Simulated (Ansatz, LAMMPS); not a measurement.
## Structural relaxation of amorphous poly(propylene oxide) (as short chains C35O12H72), from a frame at 440 K (238 atoms)

How does amorphous poly(propylene oxide) (as short chains C35O12H72), from a frame at 440 K (238 atoms) relax, and what do bonds, charges and levels look like afterwards?

Method: Kohn-Sham DFT, PBE+D3(BJ), PAW (set soft_2), plane waves, in Ansatz 0.2.0.

## 1. The structure

The cell holds 238 atoms: 70 C, 24 O and 144 H. Its edges and angles: a = 13.683 Å, b = 13.683 Å, c = 13.683 Å, α = 90.0°, β = 90.0°, γ = 90.0°. 2 poly(propylene oxide) chains of 11 units with methyl end groups placed at random, at 0.888 g/cm³; overlaps pushed apart, then 20 ps at 800 K with MMFF94 bonds, angles, torsions, charges and radii (Halgren, J. Comput. Chem. 17, 490 (1996)) in harmonic and 12-6 forms. Snapshot after 30 ps at 440 K and fixed volume.

Limits known from the start: The network of contacts between molecules at the start is that of the classical potential that made the cell. The density was typed from a rule of thumb and may lie off the real one at this temperature. The Brillouin zone is sampled at Γ only, in a cell whose shortest periodic width is 14 Å.

## 2. Single point at the start

The forces at the start show how far the geometry lies from a minimum of this functional.

input.yaml

```yaml
crystal:
  lattice:
    - [13.68279, 0.0, 0.0]
    - [0.0, 13.68279, 0.0]
    - [0.0, 0.0, 13.68279]
  atoms:
    - { symbol: C, position: [0.67817, 0.37487, 0.06276] }
    - { symbol: O, position: [0.70364, 0.31432, 0.98253] }
    - { symbol: C, position: [0.80043, 0.28687, 0.97512] }
    - { symbol: C, position: [0.81174, 0.22483, 0.88382] }
    [... 228 atom lines left out ...]
    - { symbol: H, position: [0.79011, 0.28116, 0.32219] }
    - { symbol: H, position: [0.79766, 0.29548, 0.19435] }
    - { symbol: H, position: [0.90549, 0.32178, 0.26418] }
    - { symbol: H, position: [0.96894, 0.02107, 0.17435] }
    - { symbol: H, position: [0.84582, 0.04735, 0.10488] }
    - { symbol: H, position: [0.95986, 0.07507, 0.04759] }
kpoints:
  mp_grid: { grid: [1, 1, 1] }
hamiltonian:
  xc: pbe
  dispersion: d3bj
scf:
  occupations: { method: fermi_dirac, width: 0.025 }
output:
  forces: true
  stress: true
  populations: intrinsic
  dos:
    method: { smearing: { sigma: 0.15 } }
    de: 0.1
    projected: { site_lists: { C: [C], H: [H], O: [O] } }
  eigenvalues: true
```

Run with:

```console
$ ansatz run input.yaml --threads 4 --pin off --max-ram 8192MiB --backend cpu --events-out ev --progress --plain --runs-dir out
```

Wall time 50 s (4 threads of Arm Neoverse V2, shared host); peak memory 3.6 GiB; 3.2 min of CPU time.

The run gave:

```
free energy                                      : -33472.8823 eV
free energy per atom                             : -140.6424 eV/atom
SCF cycles                                       : 10
pressure                                         : 2.599 GPa
r.m.s. force component                           : 1.13 eV/Å
longest force                                    : 5.867 eV/Å
Fermi energy                                     : 1.227 eV
gap (highest filled to lowest empty level) : 4.184 eV
```

The r.m.s. force component of 1.1 eV/Å and the pressure of 2.6 GPa set the starting point.

Length of the force by element:

| element | coordination | atoms | mean length of the force (eV/Å) | spread | least | most |
| --- | --- | --- | --- | --- | --- | --- |
| C | all | 70 | 2.48 | 1.07 | 0.586 | 5.87 |
| H | all | 144 | 1.21 | 0.861 | 0.113 | 5.76 |
| O | all | 24 | 1.71 | 0.718 | 0.616 | 3.43 |

## 3. Relaxation

The atoms are relaxed in the fixed cell, aiming at the force tolerance of the input.

input.yaml, the sections that differ from step 2:

```yaml
output:
  forces: true
relax:
  f_tol: 0.05
  max_steps: 200
# crystal, kpoints, hamiltonian, scf: as in step 2
```

Elapsed: 12 min, on 4 threads; peak memory 3.5 GiB.

The steps of the relaxation (22 of 34):

| step | energy less that of the first step (eV) | largest force component (eV/Å) |
| --- | --- | --- |
| 1 | 0.0000 | 5.7038 |
| 3 | -12.6271 | 0.4927 |
| 4 | -13.0011 | 0.3448 |
| 6 | -13.4316 | 0.1535 |
| 7 | -13.5175 | 0.1637 |
| 9 | -13.6595 | 0.0826 |
| 10 | -13.7202 | 0.0868 |
| 12 | -13.8183 | 0.2324 |
| 14 | -13.8659 | 0.2993 |
| 15 | -13.9066 | 0.1056 |
| 17 | -13.9357 | 0.1335 |
| 18 | -13.9582 | 0.2032 |
| 20 | -13.9812 | 0.1036 |
| 21 | -13.9907 | 0.0894 |
| 23 | -14.0070 | 0.1513 |
| 25 | -14.0256 | 0.2175 |
| 26 | -14.0367 | 0.1931 |
| 28 | -14.0517 | 0.1706 |
| 29 | -14.0598 | 0.1070 |
| 31 | -14.0683 | 0.0816 |
| 32 | -14.0725 | 0.0558 |
| 34 | -14.0772 | 0.0353 |

The atoms that moved most (Å):

| atom | dx | dy | dz | length |
| --- | --- | --- | --- | --- |
| H169 | -1.338 | 2.075 | -2.289 | 3.367 |
| H167 | -1.393 | 1.977 | -1.794 | 3.011 |
| H168 | -1.986 | 1.865 | -1.237 | 2.992 |
| C120 | -1.348 | 1.881 | -1.644 | 2.839 |
| H119 | -1.053 | -2.165 | 0.057 | 2.409 |
| H118 | -1.048 | -1.473 | -0.675 | 1.930 |
| O121 | -0.516 | 1.350 | -1.215 | 1.888 |
| H48 | -1.089 | -1.418 | -0.019 | 1.789 |

The relaxation changed the energy by -59.1 meV/atom, and atoms moved by 0.90 Å r.m.s., 3.4 Å at most.

## 4. Distances and neighbours after relaxation

Bonds before and after, by the cutoffs listed below:

| pair | bonds before | bonds after | mean before (Å) | mean after (Å) | spread before (Å) | spread after (Å) |
| --- | --- | --- | --- | --- | --- | --- |
| H-C | 144 | 144 | 1.089 | 1.101 | 0.036 | 0.004 |
| C-C | 44 | 44 | 1.517 | 1.525 | 0.043 | 0.005 |
| C-O | 48 | 48 | 1.433 | 1.428 | 0.039 | 0.007 |

Density 0.888 g/cm³, 10.76 Å³ an atom.

g(r), total and by pair (bins of 0.2 Å):

| r (Å) | total | H-H | H-C | H-O | C-C | C-O | O-O |
| --- | --- | --- | --- | --- | --- | --- | --- |
| 1.00 | 2.15 | 0.00 | 6.05 | 0.00 | 0.00 | 0.00 | 0.00 |
| 1.20 | 2.13 | 0.00 | 6.00 | 0.00 | 0.00 | 0.00 | 0.00 |
| 1.40 | 0.85 | 0.00 | 0.00 | 0.00 | 0.00 | 14.35 | 0.00 |
| 1.60 | 0.68 | 0.00 | 0.00 | 0.00 | 7.85 | 0.00 | 0.00 |
| 1.80 | 1.14 | 3.12 | 0.00 | 0.00 | 0.00 | 0.00 | 0.00 |
| 2.00 | 0.63 | 0.02 | 0.00 | 5.10 | 0.00 | 0.00 | 0.00 |
| 2.20 | 1.41 | 0.53 | 3.32 | 0.26 | 0.00 | 0.00 | 0.00 |
| 2.40 | 1.16 | 1.37 | 0.17 | 0.30 | 1.80 | 6.88 | 0.00 |
| 2.60 | 1.46 | 1.60 | 0.83 | 3.77 | 1.37 | 0.00 | 0.00 |
| 2.80 | 0.91 | 0.66 | 1.33 | 1.35 | 0.05 | 0.23 | 1.31 |
| 3.00 | 0.82 | 1.27 | 0.53 | 0.43 | 0.46 | 0.89 | 2.38 |
| 3.20 | 0.55 | 0.59 | 0.63 | 0.35 | 0.61 | 0.24 | 0.00 |
| 3.40 | 0.80 | 0.70 | 0.98 | 1.40 | 0.15 | 0.21 | 0.00 |
| 3.60 | 0.86 | 0.89 | 0.90 | 0.64 | 0.97 | 0.28 | 3.48 |
| 3.80 | 0.90 | 1.18 | 0.85 | 0.54 | 0.53 | 0.80 | 0.51 |
| 4.00 | 1.08 | 0.93 | 1.34 | 1.20 | 0.88 | 0.68 | 0.22 |
| 4.20 | 0.89 | 0.94 | 0.90 | 0.67 | 1.04 | 0.82 | 0.61 |
| 4.40 | 1.02 | 1.12 | 1.01 | 0.98 | 1.11 | 0.63 | 0.00 |
| 4.60 | 1.09 | 1.32 | 0.94 | 1.10 | 1.01 | 0.74 | 0.83 |
| 4.80 | 1.06 | 0.95 | 1.16 | 0.85 | 1.42 | 1.20 | 0.46 |
| 5.00 | 1.10 | 1.10 | 1.17 | 1.06 | 1.10 | 0.87 | 0.99 |
| 5.20 | 1.00 | 0.99 | 0.99 | 1.04 | 1.03 | 1.11 | 0.92 |
| 5.40 | 0.96 | 0.92 | 0.92 | 0.97 | 1.11 | 1.21 | 0.97 |
| 5.60 | 1.01 | 0.98 | 1.07 | 0.97 | 1.06 | 0.79 | 0.79 |
| 5.80 | 0.99 | 0.99 | 0.98 | 0.95 | 0.99 | 1.06 | 1.27 |
| 6.00 | 1.04 | 0.97 | 1.02 | 1.15 | 1.12 | 1.26 | 1.37 |
| 6.20 | 1.02 | 0.96 | 1.00 | 1.17 | 0.99 | 1.17 | 1.37 |
| 6.40 | 1.04 | 1.03 | 1.10 | 1.02 | 0.94 | 0.92 | 0.52 |

Bonds by pair of elements; cutoffs follow the first minimum of g(r), held within bounds set by covalent radii, and pairs that aren't listed don't count as bonded:

| pair A-B | cutoff (Å) | bonds | mean length (Å) | spread (Å) | shortest (Å) | B about A | A about B |
| --- | --- | --- | --- | --- | --- | --- | --- |
| H-C | 1.34 | 144 | 1.10 | 0.004 | 1.09 | 1 | 2.06 |
| C-C | 1.85 | 44 | 1.52 | 0.005 | 1.51 | 1.26 | 1.26 |
| C-O | 1.73 | 48 | 1.43 | 0.007 | 1.42 | 0.686 | 2 |

How many atoms have how many bonded neighbours:

| element | mean | 1 | 2 | 4 |
| --- | --- | --- | --- | --- |
| C | 4 | 0 | 0 | 70 |
| H | 1 | 144 | 0 | 0 |
| O | 2 | 0 | 24 | 0 |

Bond angles, per cent of each kind in bins of 5°:

| angle (°) | C-C-H | H-C-H | H-C-O | C-C-O | C-O-C |
| --- | --- | --- | --- | --- | --- |
| 100–105 | 0.0 | 0.0 | 2.6 | 3.0 | 0.0 |
| 105–110 | 55.2 | 100.0 | 42.3 | 53.0 | 0.0 |
| 110–115 | 44.8 | 0.0 | 55.1 | 43.9 | 66.7 |
| 115–120 | 0.0 | 0.0 | 0.0 | 0.0 | 33.3 |

Bond angles (no mean is given where the spread exceeds 20°):

| angle | count | mean (°) | spread (°) |
| --- | --- | --- | --- |
| C-C-H | 154 | 110 | 1.1 |
| H-C-H | 100 | 108 | 0.5 |
| H-C-O | 78 | 110 | 1.8 |
| C-C-O | 66 | 110 | 2.5 |
| C-O-C | 24 | 114 | 1.2 |

By these cutoffs all C atoms have 4, all H atoms have 1 and all O atoms have 2 bonded neighbours. The C-C-H angle averages 110° with a spread of 1.1°.

## 5. Single point at the relaxed geometry

The electronic structure is read at the final geometry, in a run of its own.

input.yaml

```yaml
crystal:
  lattice:
    - [13.68279, 0.0, 0.0]
    - [0.0, 13.68279, 0.0]
    - [0.0, 0.0, 13.68279]
  atoms:
    - { symbol: C, position: [0.62834, 0.30831, 0.0594] }
    - { symbol: O, position: [0.6683, 0.27466, 0.96996] }
    - { symbol: C, position: [0.76742, 0.24542, 0.97973] }
    - { symbol: C, position: [0.80167, 0.20331, 0.88182] }
    [... 228 atom lines left out ...]
    - { symbol: H, position: [0.84656, 0.2945, 0.30668] }
    - { symbol: H, position: [0.85724, 0.3109, 0.17785] }
    - { symbol: H, position: [0.96393, 0.31194, 0.25325] }
    - { symbol: H, position: [0.98898, 0.00024, 0.156] }
    - { symbol: H, position: [0.8815, 0.03858, 0.09176] }
    - { symbol: H, position: [0.99928, 0.05836, 0.03897] }
kpoints:
  mp_grid: { grid: [1, 1, 1] }
hamiltonian:
  xc: pbe
  dispersion: d3bj
scf:
  occupations: { method: fermi_dirac, width: 0.025 }
output:
  forces: true
  stress: true
  populations: intrinsic
  dos:
    method: { smearing: { sigma: 0.15 } }
    de: 0.1
    projected: { site_lists: { C: [C], H: [H], O: [O] } }
  eigenvalues: true
  write_density: true
  write_potential: true
  volumetric_format: npy
  elf: true
```

Wall time 53 s (4 threads); peak memory 3.6 GiB; 3.5 min of CPU time.

The program notes that the exchange-correlation potential is rough where the density is thin.

The run gave:

```yaml
free_energy: -33486.9595 eV
free_energy_per_atom: -140.7015 eV/atom
scf_cycles: 10
pressure: -0.2445 GPa
r_m_s_force_component: 0.00557 eV/Å
longest_force: 0.03934 eV/Å
fermi_energy: 1.208 eV
spacing_of_highest_filled_and_lowest_empty_level: 4.178 eV
```

Intrinsic-atomic-orbital charges by element:

| element | coordination | atoms | mean charge (e) | spread | least | most |
| --- | --- | --- | --- | --- | --- | --- |
| C | all | 70 | -0.199 | 0.246 | -0.556 | 0.0848 |
| H | all | 144 | 0.163 | 0.017 | 0.130 | 0.198 |
| O | all | 24 | -0.399 | 0.0073 | -0.410 | -0.381 |

Density of states as counts of states in windows of 1 eV (from the Fermi level), total and the larger projections:

| from (eV) | to (eV) | total | C p | H s | O p | C s |
| --- | --- | --- | --- | --- | --- | --- |
| -14 | -13 | 41.1 | 7.3 | 10.6 | 3.4 | 17.5 |
| -13 | -12 | 5.0 | 0.9 | 1.4 | 0.2 | 1.8 |
| -12 | -11 | 28.6 | 8.6 | 6.7 | 4.5 | 7.1 |
| -11 | -10 | 15.3 | 5.1 | 4.0 | 1.7 | 3.3 |
| -10 | -9 | 31.8 | 17.6 | 5.2 | 7.3 | 0.9 |
| -9 | -8 | 51.4 | 29.2 | 8.8 | 11.0 | 1.2 |
| -8 | -7 | 50.5 | 29.2 | 10.6 | 8.6 | 0.9 |
| -7 | -6 | 71.6 | 41.4 | 20.8 | 7.2 | 0.6 |
| -6 | -5 | 70.4 | 40.1 | 20.6 | 8.2 | 0.4 |
| -5 | -4 | 50.9 | 17.0 | 11.2 | 19.7 | 0.4 |
| -4 | -3 | 13.0 | 2.6 | 2.1 | 7.6 | 0.1 |
| -3 | -2 | 40.0 | 6.1 | 5.4 | 27.4 | 0.5 |
| -2 | -1 | 0.5 | 0.1 | 0.0 | 0.3 | 0.0 |
| -1 | 1 | 0.0 | 0.0 | 0.0 | 0.0 | 0.0 |
| 1 | 2 | 0.3 | 0.0 | 0.1 | 0.0 | 0.1 |
| 2 | 3 | 17.9 | 1.8 | 6.5 | 0.2 | 2.5 |
| 3 | 4 | 43.2 | 9.0 | 12.6 | 1.1 | 4.1 |
| 4 | 5 | 58.5 | 13.1 | 15.5 | 1.9 | 4.1 |

Between -24 and -14 eV lie 98 more states.

The levels nearest the highest filled one (over half full), pooled over k-points and spins:

| level less the highest filled one (eV) | occupation |
| --- | --- |
| -0.447 | 2 |
| -0.426 | 2 |
| -0.367 | 2 |
| -0.255 | 2 |
| -0.232 | 2 |
| 0 | 2 |
| 4.18 | 0 |
| 4.45 | 0 |
| 4.57 | 0 |
| 4.63 | 0 |
| 4.68 | 0 |
| 4.80 | 0 |

Mean intrinsic-atomic-orbital charges: C -0.20, H +0.16, O -0.40 e. The largest share in the top eV of filled states is O p (70 % of the projected weight), and in the lowest eV of empty states H s (58 % of the projected weight).

## 6. Results

```yaml
energy_change_in_the_relaxation: -59.15 meV/atom
r_m_s_displacement: 0.901 Å
largest_displacement: 3.367 Å
free_energy_per_atom: -140.7015 eV/atom
pressure: -0.2445 GPa
r_m_s_force_component: 0.00557 eV/Å
spacing_of_highest_filled_and_lowest_empty_level: 4.178 eV
wall_time_of_the_3_dft_runs: 13 min
```

What this shows: Relaxation lowers the energy by 59.1 meV/atom and moves atoms by 0.90 Å r.m.s.; the r.m.s. force component goes from 1.1 to 0.0056 eV/Å, the pressure goes from 2.6 to -0.24 GPa. By the final cutoffs no bond was broken or made. From the first step to the last the energy fell by 14.077 eV, and the largest move was 3.37 Å (H169). The H-C bonds change most in mean length: from 1.089 Å (spread 0.036) to 1.101 Å (spread 0.004). By these cutoffs all C atoms have 4, all H atoms have 1 and all O atoms have 2 bonded neighbours. The highest filled and lowest empty levels differ by 4.18 eV (at Γ alone); a semilocal functional tends to put such gaps too low. In a disordered cell it changes from sample to sample, and tail or defect levels can set it.

What to keep in mind: The network of contacts between molecules at the start is that of the classical potential that made the cell; in DFT atoms moved by 0.90 Å r.m.s.

[Logs are printed without paths, hosts, clocks, repeated set-up lines and the standing remarks that a program may print on its own settings, such as how far it seeks lower states.]

[Hosts, paths, dates, database ids (printed as entryN), source tags and the programs' standing remarks are cut or masked in the printed files.]

[The MMFF94 radii named for the starting cell were scaled by 0.96; in molecules described by MMFF94, hydrogen bound to N, O or S took a small fixed 12-6 site in their place.]
